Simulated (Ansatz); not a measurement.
# H on Cu(110): change of the work function, part 3 of 4

Wanted: Δφ(θ) for H/Cu(110), starting from the hollow site.

Ansatz 0.2.0; plane-wave DFT, PBE, Ansatz PAW.

So far, work function, upper face (eV): step 2 (the clean slab) 4.43; step 3 (37 atoms, coverage 0.111 ML, cell 3x3) 4.40.

**4. The covered slab, k-mesh 6×6×1, coverage 0.25 ML**

System of this step: Cu16H (H/Cu(110)). The cell holds 17 atoms: 16 Cu and 1 H. Cell: a = 7.220 Å, b = 5.105 Å, c = 22.395 Å, α = 90.0°, β = 90.0°, γ = 90.0°. Vacuum lies along c.

Another coverage, to see how the dipoles act on each other as their distance changes.

File input.yaml:

```yaml
crystal:
  lattice:
    - [7.22, 0.0, 0.0]
    - [0.0, 5.1053109602, 0.0]
    - [0.0, 0.0, 22.3950407962]
  atoms:
    - { symbol: Cu, position: [0.25, 0.25, 0.4018746865] }
    - { symbol: Cu, position: [0.0, 0.0, 0.4588662211] }
    - { symbol: Cu, position: [0.25, 0.25, 0.5192531585] }
    - { symbol: Cu, position: [0.0, 0.0, 0.5713336677] }
    - { symbol: Cu, position: [0.25, 0.75, 0.4018746865] }
    - { symbol: Cu, position: [0.0, 0.5, 0.4588662211] }
    - { symbol: Cu, position: [0.25, 0.75, 0.5192531585] }
    - { symbol: Cu, position: [0.0, 0.5, 0.5713336677] }
    - { symbol: Cu, position: [0.75, 0.25, 0.4018746865] }
    - { symbol: Cu, position: [0.5, 0.0, 0.4588662211] }
    - { symbol: Cu, position: [0.75, 0.25, 0.5192531585] }
    - { symbol: Cu, position: [0.5, 0.0, 0.5713336677] }
    - { symbol: Cu, position: [0.75, 0.75, 0.4018746865] }
    - { symbol: Cu, position: [0.5, 0.5, 0.4588662211] }
    - { symbol: Cu, position: [0.75, 0.75, 0.5192531585] }
    - { symbol: Cu, position: [0.5, 0.5, 0.5713336677] }
    - { symbol: H, position: [0.25, 0.25, 0.5981253135] }
kpoints:
  mp_grid: { grid: [6, 6, 1] }
hamiltonian:
  xc: pbe
scf:
  occupations: { method: fermi_dirac, width: 0.1 }
  convergence: { dr2_threshold: 1.0e-08 }
efield:
  axis: 3
  dipole_correction: true
  ramp_position: 0.97
  ramp_width: 0.06
relax:
  f_tol: 0.02
  max_steps: 60
  constraints: [{ sites: [0, 1, 4, 5, 8, 9, 12, 13] }]
output:
  dos: { projected: true, e_range: [-8, 4] }
  write_potential: true
  write_density: true
  volumetric_format: npy
  elf: true
```

Command:

```bash
> ansatz run input.yaml --threads 4 --pin off --max-ram 16384MiB --backend cpu --events-out ev --progress --plain --runs-dir out
```

Numbers of over 12 decimals in the logs are rounded to 6 here.

What it wrote:

```text
[...]
Crystal: 17 atoms, lattice volume = 825.489 Å³
Basis set: ecut = 420 eV, 16131 PW (Γ), exchange–correlation on 100×72×300 points (8 copies of the dense FFT grid, shifted against one another)
Bands: 183, of which v1, the nominal top of the filled ones, is band 153 counted from 1 (152 counted from 0)
Symmetry: 4 space group operations
[...]
k-points: 16 of 36
[...]
SCF iter   1: F=—  HF=-106011.135811 eV  |F-HF|=—  |Δ(HF+E_count)|=         —  Δρ=2.18e-3  dr2=1.86e-1  ethr=1.77e-3  p=0.019 e·Å  D=4.22e-3 V/Å  ΔV_dip=-0.09 eV  dr2_dipole=6.36e-4  V_vac-E_F(+/−)=4.26/4.35 eV  ⟨swp⟩=8.8  Hψ=13479  notcnv=0  defer=131
[...]
SCF iter  12: F=-106011.136246 eV  HF=-106011.136246 eV  |F-HF|=7.53e-8  |Δ(HF+E_count)|=   1.95e-7  Δρ=8.20e-7  dr2=4.33e-9  ethr=3.28e-12  p=0.009 e·Å  D=1.93e-3 V/Å  ΔV_dip=-0.04 eV  dr2_dipole=7.48e-14  V_vac-E_F(+/−)=4.41/4.45 eV  ⟨swp⟩=21.6  Hψ=24511  notcnv=0
SCF 1 converged in 12 iterations: F = -106011.136246 eV  dr2 = 4.33e-9
[...]
relax step   1: F+E_penalty+E_count = -106011.13624565 eV  Δ(F+E_penalty+E_count) = +0.000e0 eV  max|allowed force component| = 5.999e-1 eV/Å  Δτ_max = 0.0000 Å  (12 SCF iters, accepted)
[...]
SCF iter  11: F=-106011.186201 eV  HF=-106011.186201 eV  |F-HF|=6.81e-8  |Δ(HF+E_count)|=   5.68e-8  Δρ=6.97e-7  dr2=3.14e-9  ethr=3.28e-12  p=0.015 e·Å  D=3.22e-3 V/Å  ΔV_dip=-0.07 eV  dr2_dipole=9.54e-11  V_vac-E_F(+/−)=4.38/4.46 eV  ⟨swp⟩=17.9  Hψ=20309  notcnv=0
SCF 2 converged in 11 iterations: F = -106011.186201 eV  dr2 = 3.14e-9
relax step   2: F+E_penalty+E_count = -106011.18620092 eV  Δ(F+E_penalty+E_count) = -4.996e-2 eV  max|allowed force component| = 2.427e-1 eV/Å  Δτ_max = 0.0939 Å  (11 SCF iters, accepted)
SCF iter   1: F=—  HF=-106011.209272 eV  |F-HF|=—  |Δ(HF+E_count)|=         —  Δρ=1.76e-3  dr2=1.41e-2  ethr=2.67e-5  p=0.015 e·Å  D=3.22e-3 V/Å  ΔV_dip=-0.07 eV  dr2_dipole=5.40e-5  V_vac-E_F(+/−)=4.38/4.46 eV  ⟨swp⟩=3.1  Hψ=7785  notcnv=0  defer=265
[...]
SCF iter  11: F=-106011.202572 eV  HF=-106011.202572 eV  |F-HF|=4.77e-8  |Δ(HF+E_count)|=   4.86e-8  Δρ=7.27e-7  dr2=3.27e-9  ethr=3.28e-12  p=0.017 e·Å  D=3.72e-3 V/Å  ΔV_dip=-0.08 eV  dr2_dipole=1.63e-10  V_vac-E_F(+/−)=4.37/4.46 eV  ⟨swp⟩=13.8  Hψ=20150  notcnv=0
SCF 3 converged in 11 iterations: F = -106011.202572 eV  dr2 = 3.27e-9
relax step   3: F+E_penalty+E_count = -106011.20257196 eV  Δ(F+E_penalty+E_count) = -1.637e-2 eV  max|allowed force component| = 8.383e-2 eV/Å  Δτ_max = 0.0468 Å  (11 SCF iters, accepted)
[...]
relax step   4: F+E_penalty+E_count = -106011.20610672 eV  Δ(F+E_penalty+E_count) = -3.535e-3 eV  max|allowed force component| = 2.259e-2 eV/Å  Δτ_max = 0.0297 Å  (10 SCF iters, accepted)
SCF iter   1: F=—  HF=-106011.207179 eV  |F-HF|=—  |Δ(HF+E_count)|=         —  Δρ=4.43e-4  dr2=8.75e-4  ethr=3.09e-6  p=0.016 e·Å  D=3.42e-3 V/Å  ΔV_dip=-0.08 eV  dr2_dipole=1.86e-8  V_vac-E_F(+/−)=4.38/4.46 eV  ⟨swp⟩=2.7  Hψ=5175  notcnv=0  defer=258
[...]
SCF iter   9: F=-106011.206444 eV  HF=-106011.206444 eV  |F-HF|=2.35e-8  |Δ(HF+E_count)|=   5.46e-8  Δρ=4.26e-7  dr2=1.49e-9  ethr=3.28e-12  p=0.015 e·Å  D=3.35e-3 V/Å  ΔV_dip=-0.08 eV  dr2_dipole=1.14e-11  V_vac-E_F(+/−)=4.38/4.45 eV  ⟨swp⟩=10.5  Hψ=20770  notcnv=0
SCF 5 converged in 9 iterations: F = -106011.206444 eV  dr2 = 1.49e-9
relax step   5: F+E_penalty+E_count = -106011.20644387 eV  Δ(F+E_penalty+E_count) = -3.371e-4 eV  max|allowed force component| = 5.311e-3 eV/Å  Δτ_max = 0.0075 Å  (9 SCF iters, accepted)
[...]
the band table was solved once a step of the walk had ended and its energy, with any forces and stress, was formed, with the checks that follow a solve (12247 applications of the Hamiltonian). They found nothing against the state; the energy, forces and stress were not computed again (output.eigenvalues in the input reference)
SCF converged after 9 iterations
Free energy (F): -106011.206444 eV
[...]
Internal energy: -106011.002249 eV  (E = F + TS)
E sigma→0 (E₀):  -106011.104347 eV
Entropy (-TS):   -0.204195 eV (-12.011 meV/atom)
Fermi energy:    0.509487 eV
Dipole field:    D = 0.003350 V/Å  (p = 0.015283 e·Å, saw-weighted, corrected)
Work function:   Φ+ = 4.3798 eV   Φ− = 4.4548 eV
[...]
--- Forces (eV/Å), atoms counted from 1 ---
  atom   1  Cu     0.00000000     0.00000000     0.46904985
  atom   2  Cu    -0.15630297    -0.00641910    -0.40122182
  atom   3  Cu     0.00000000     0.00000000     0.00531121
  atom   4  Cu     0.00056563    -0.00387371    -0.00442121
  atom   5  Cu     0.00000000     0.00000000     0.25201963
  atom   6  Cu    -0.15630297     0.00641910    -0.40122182
  atom   7  Cu     0.00000000     0.00000000     0.00048187
  atom   8  Cu     0.00056563     0.00387371    -0.00442121
  atom   9  Cu     0.00000000     0.00000000     0.40787394
  atom  10  Cu     0.15630297    -0.00641910    -0.40122182
  atom  11  Cu     0.00000000     0.00000000     0.00167462
  atom  12  Cu    -0.00056563    -0.00387371    -0.00442121
  atom  13  Cu     0.00000000     0.00000000     0.48830214
  atom  14  Cu     0.15630297     0.00641910    -0.40122182
  atom  15  Cu     0.00000000     0.00000000     0.00220522
  atom  16  Cu    -0.00056563     0.00387371    -0.00442121
  atom  17  H      0.00000000     0.00000000    -0.00436784
  max |Σ_I F_I| component: 2.15e-5 eV/Å
--- Band table (eV; the first three rows and the last of 16) ---
  k-point 0: bands = [... 149 lower, -0.4240, -0.2010, 0.5242, 0.5882, 1.1202, 1.1525, 1.2410, 1.7874, ... 26 higher]
  k-point 1: bands = [... 149 lower, -0.4605, -0.0496, -0.0148, 0.1275, 0.6128, 0.6371, 1.8308, 2.2315, ... 26 higher]
  k-point 2: bands = [... 149 lower, -0.7932, -0.1500, -0.0601, 0.0490, 0.4817, 0.5626, 1.5366, 2.1069, ... 26 higher]
  k-point 15: bands = [... 149 lower, -0.5872, -0.5406, -0.5075, 1.0776, 1.8581, 1.8895, 1.8990, 2.2128, ... 26 higher]
--- Relaxed structure (5 steps of the walk, 5 accepted, 0 SCFs on fresh bases) ---
  F+E_penalty+E_count = -106011.20644387 eV   max|allowed force component| = 5.311e-3 eV/Å
  atoms:
    - { symbol: Cu, position: [0.25, 0.25, 0.4018746865] }
    - { symbol: Cu, position: [0.0, 0.0, 0.458866] }
    - { symbol: Cu, position: [0.25, 0.25, 0.518332] }
    - { symbol: Cu, position: [0.00736263, 0.000805655, 0.572109] }
    - { symbol: Cu, position: [0.25, 0.750000, 0.4018746865] }
    - { symbol: Cu, position: [0.0, 0.5, 0.458866] }
    - { symbol: Cu, position: [0.25, 0.750000, 0.515425] }
    - { symbol: Cu, position: [0.00736263, 0.499194, 0.572109] }
    - { symbol: Cu, position: [0.750000, 0.25, 0.4018746865] }
    - { symbol: Cu, position: [0.5, 0.0, 0.458866] }
    - { symbol: Cu, position: [0.750000, 0.25, 0.520237] }
    - { symbol: Cu, position: [0.492637, 0.000805655, 0.572109] }
    - { symbol: Cu, position: [0.750000, 0.750000, 0.4018746865] }
    - { symbol: Cu, position: [0.5, 0.5, 0.458866] }
    - { symbol: Cu, position: [0.750000, 0.750000, 0.523255] }
    - { symbol: Cu, position: [0.492637, 0.499194, 0.572109] }
    - { symbol: H, position: [0.25, 0.25, 0.592247] }
```

It took 8.9 min on 4 threads of Intel Xeon Platinum 8259CL at 2.50GHz (Skylake/Cascade Lake), shared host; peak memory 4.3 GiB.

Relaxation path:

```tsv
step	energy less that of the first step (eV)	largest force component (eV/Å)
1	0.0000	0.5999
2	-0.0500	0.2427
3	-0.0663	0.0838
4	-0.0699	0.0226
5	-0.0702	0.0053
```

Forces are held to the 4 operations that the run works with; a distortion that breaks them can't arise in this run.

The atoms that moved most (Å):

```tsv
atom	dx	dy	dz	length
H17	0.000	0.000	-0.132	0.132
Cu15	0.000	0.000	0.090	0.090
Cu7	0.000	0.000	-0.086	0.086
Cu12	-0.053	0.004	0.017	0.056
Cu16	-0.053	-0.004	0.017	0.056
Cu8	0.053	-0.004	0.017	0.056
Cu4	0.053	0.004	0.017	0.056
Cu11	0.000	0.000	0.022	0.022
```

The relaxed structure:

```xyz
17
Lattice="7.2200 0.0000 0.0000 0.0000 5.1053 0.0000 0.0000 0.0000 22.3950" Properties=species:S:1:pos:R:3
Cu    1.8050    1.2763    9.0000
Cu    0.0000    0.0000   10.2763
Cu    1.8050    1.2763   11.6081
Cu    0.0532    0.0041   12.8124
Cu    1.8050    3.8290    9.0000
Cu    0.0000    2.5527   10.2763
Cu    1.8050    3.8290   11.5430
Cu    0.0532    2.5485   12.8124
Cu    5.4150    1.2763    9.0000
Cu    3.6100    0.0000   10.2763
Cu    5.4150    1.2763   11.6507
Cu    3.5568    0.0041   12.8124
Cu    5.4150    3.8290    9.0000
Cu    3.6100    2.5527   10.2763
Cu    5.4150    3.8290   11.7183
Cu    3.5568    2.5485   12.8124
H     1.8050    1.2763   13.2634
```

This step gave:

* energy at zero smearing: -106011.1043 eV
* work function, upper face: 4.380 eV
* work function, lower face: 4.455 eV
* dipole along the normal: 0.01528 e·Å
* step between the vacuum levels: -0.07501 eV

The density of states has structure finer than the step of the table below, so its rows give means over 0.5 eV, whole bins alone (the curve runs from -8 to 1.98 eV). Peaks (eV: height): -3.85: 45.9, -3.58: 51.2, -3.37: 48.2, -2.92: 64.3, -2.62: 105, -2.26: 94.4, -1.71: 122.

Density of states against energy, zero at the Fermi level; means over each step:

```tsv
energy (eV)	density of states (states/eV a cell)
-7.5	1.63
-7.0	1.31
-6.5	2.58
-6.0	3.61
-5.5	2.67
-5.0	7.28
-4.5	17.4
-4.0	24.9
-3.5	34.4
-3.0	51.4
-2.5	57.3
-2.0	70.1
-1.5	62.2
-1.0	6.22
-0.5	5.99
0.0	5.97
0.5	4.94
1.0	5.56
1.5	5.49
```

Projected DOS per atom over height of the atomic layer and energy from the Fermi level. Layers: Cu4 Cu4 Cu4 Cu4 H from below.

Ten even steps from '0' (0.03 states/eV) to '9' (6.31 states/eV), each cell a mean:
```
00000
00000
00000
00000
00000
00000
00000
64330
95590
64460
56560
35430
14420
02310
01210
00000
00000
00000
00000
00000
00000
00000
```
Columns: height of the atomic layer (Å) from 9 to 13.3 (not evenly spaced); rows upwards: energy from the Fermi level (eV) from -7.96 to 1.95.

Valence density in the ca plane at fractional y = 0.250, with atoms of Cu and H within 0.2 Å of it. It is the smooth field of the valence electrons, not physical close to the nuclei.

Values in e/Å³, 10 rows by 16 columns, each cell a mean:
```
 0  0  0  0  0  0  0  0  0  0  0  0  0  0  0  0
 0  0  0  2  4  0  4  1  0  0  0  0  0  0  0  0
 0  0  0  9 17  0 22  4  0  0  0  0  0  0  0  0
 0  0  0  1  1  0  1  0  0  0  0  0  0  0  0  0
 0  0  0  0  0  0  0  0  0  0  0  0  0  0  0  0
 0  0  0  0  0  0  0  0  0  0  0  0  0  0  0  0
 0  0  0  2  3  0  4  1  0  0  0  0  0  0  0  0
 0  0  0  9 18  0 23  3  1  0  0  0  0  0  0  0
 0  0  0  1  1  0  2  1  0  0  0  0  0  0  0  0
 0  0  0  0  0  0  0  0  0  0  0  0  0  0  0  0
```
Columns run along c (16.0 Å, from fractional 0.22 to 0.94 of the cell), rows up along a (7.2 Å). Atoms in or near the plane, at fractional coordinates: Cu at (0.40, 0.25), Cu at (0.52, 0.25), Cu at (0.40, 0.75), Cu at (0.52, 0.75), H at (0.59, 0.25).

Electrostatic potential energy in the ca plane at fractional y = 0.250, with atoms of Cu and H within 0.2 Å of it. With pseudopotentials it is smooth inside the atoms' cores, unlike the true potential.

Values in eV, 10 rows by 16 columns, each cell a mean:
```
  5   5   5   3   2   1   2   1   2   4   5   5   5   5   5   5
  5   5   4 -14 -21   0 -25 -10   4   5   5   5   5   5   5   5
  5   5   3 -29 -37  -3 -42 -22   4   5   5   5   5   5   5   5
  5   5   4  -7 -11   1 -14  -4   4   5   5   5   5   5   5   5
  5   5   5   4   2   1   2   1   2   4   5   5   5   5   5   5
  5   5   5   3   2   1   1   1   2   4   5   5   5   5   5   5
  5   5   4 -14 -21   0 -26  -9  -1   4   5   5   5   5   5   5
  5   5   3 -29 -37  -4 -43 -22 -20   4   5   5   5   5   5   5
  5   5   4  -7 -11   1 -15  -4   2   4   5   5   5   5   5   5
  5   5   5   4   2   1   2   1   1   4   5   5   5   5   5   5
```
Columns run along c (16.0 Å, from fractional 0.22 to 0.94 of the cell; values clipped at the 3rd and 97th percentile), rows up along a (7.2 Å). Atoms in or near the plane, at fractional coordinates: Cu at (0.40, 0.25), Cu at (0.52, 0.25), Cu at (0.40, 0.75), Cu at (0.52, 0.75), H at (0.59, 0.25).

ELF in the ca plane at fractional y = 0.250, with atoms of Cu and H within 0.2 Å of it. It is the smooth field of the valence electrons, not physical close to the nuclei.

Ten even steps from '0' (0.00 × 1e-1) to '9' (9.90 × 1e-1), each cell a mean:
```
00000000112222222222222221100000000000000000
00000001111122222112222221000000000000000000
00000011111212221111122211000000000000000000
00000011124521211353112210000000000000000000
00000011126842112585212110000000000000000000
00000011123521211353112210000000000000000000
00000011111212221121122211000000000000000000
00000001111122222112222221000000000000000000
00000000112222222222222221100000000000000000
00000000112222222222222221100000000000000000
00000001111222222222222221100000000000000000
00000001111112222111233332100000000000000000
00000001112321221232147875200000000000000000
00000011125731211574259997410000000000000000
00000011125731211574259997410000000000000000
00000001112321221232147875200000000000000000
00000001111112222111233332100000000000000000
00000001111222222222222221100000000000000000
00000000112222222222222221100000000000000000
```
Columns run along c (16.0 Å, from fractional 0.22 to 0.94 of the cell), rows up along a (7.2 Å). Atoms in or near the plane, at fractional coordinates: Cu at (0.40, 0.25), Cu at (0.52, 0.25), Cu at (0.40, 0.75), Cu at (0.52, 0.75), H at (0.59, 0.25).

The relaxation took 5 steps and lowered the energy by 0.070 eV; the largest force on the free atoms ends at 0.0053 eV/Å.

By hand: a sheet of dipoles makes a step −p/(ε₀A) in the electron's potential. With e/ε₀ = 180.95 V·Å, p = 0.01528 e·Å and A = 36.86 Å², that is −180.95 × (0.01528) / 36.86 = -0.075 eV, and the two vacuum levels of the run differ by -0.075 eV.

The covered face has 4.38 eV, -0.05 eV against the clean one; the bare back face has moved by +0.03 eV, a measure of how thin the slab is.

**5. The covered slab, k-mesh 6×6×1, coverage 0.5 ML**

System of this step: Cu8H (H/Cu(110)). The cell holds 18 atoms: 16 Cu and 2 H. Its edges and angles: a = 7.220 Å, b = 5.105 Å, c = 22.395 Å, α = 90.0°, β = 90.0°, γ = 90.0°. Vacuum lies along c.

Another coverage, to see how the dipoles act on each other as their distance changes.

input.yaml, as its differences from that of step 4:

```diff
@@ -23,2 +23,3 @@
     - { symbol: H, position: [0.25, 0.25, 0.5981253135] }
+    - { symbol: H, position: [0.75, 0.25, 0.5981253135] }
 kpoints:
```

What it wrote:

```text
[...]
Crystal: 18 atoms, lattice volume = 825.489 Å³
Basis set: ecut = 420 eV, 16131 PW (Γ), exchange–correlation on 100×72×300 points (8 copies of the dense FFT grid, shifted against one another)
Bands: 184, of which v1, the nominal top of the filled ones, is band 153 counted from 1 (152 counted from 0)
Symmetry: 8 space group operations
[...]
- { symbol: Cu, position: [0, 0.498904, 0.572761] }
[...]
- { symbol: Cu, position: [0.750000, 0.750000, 0.4018746865] }
    - { symbol: Cu, position: [0.5, 0.5, 0.458866] }
    - { symbol: Cu, position: [0.750000, 0.750000, 0.518675] }
    - { symbol: Cu, position: [0.5, 0.498904, 0.572761] }
    - { symbol: H, position: [0.25, 0.25, 0.592591] }
    - { symbol: H, position: [0.750000, 0.25, 0.592591] }
[key lines of the parts left out:]
SCF converged after 9 iterations
Free energy (F): -106026.914601 eV
Fermi energy:    0.545401 eV
Dipole field:    D = 0.008284 V/Å  (p = 0.037789 e·Å, saw-weighted, corrected)
Work function:   Φ+ = 4.3165 eV   Φ− = 4.5020 eV
```

It took 6.8 min on 4 threads; peak memory 4.4 GiB; 26 min of CPU time.

[end of part 3 of 4]

[Logs are printed without paths, hosts, clocks, repeated set-up lines and the standing remarks that a program may print on its own settings, such as how far it seeks lower states.]

[Hosts, paths, dates, database ids (printed as entryN), source tags and the programs' standing remarks are cut or masked in the printed files.]

[Maps of the electrostatic potential energy from Ansatz leave out the sawtooth potential of an applied field or a dipole correction, so their vacuum need not be flat; planar profiles and work functions include it.]

[The density of states shown here was stored with 400 of the rows of the run's finer table, so its peaks can read low, often by over a quarter, or be missed, and its means over a window can be off by a tenth or more.]
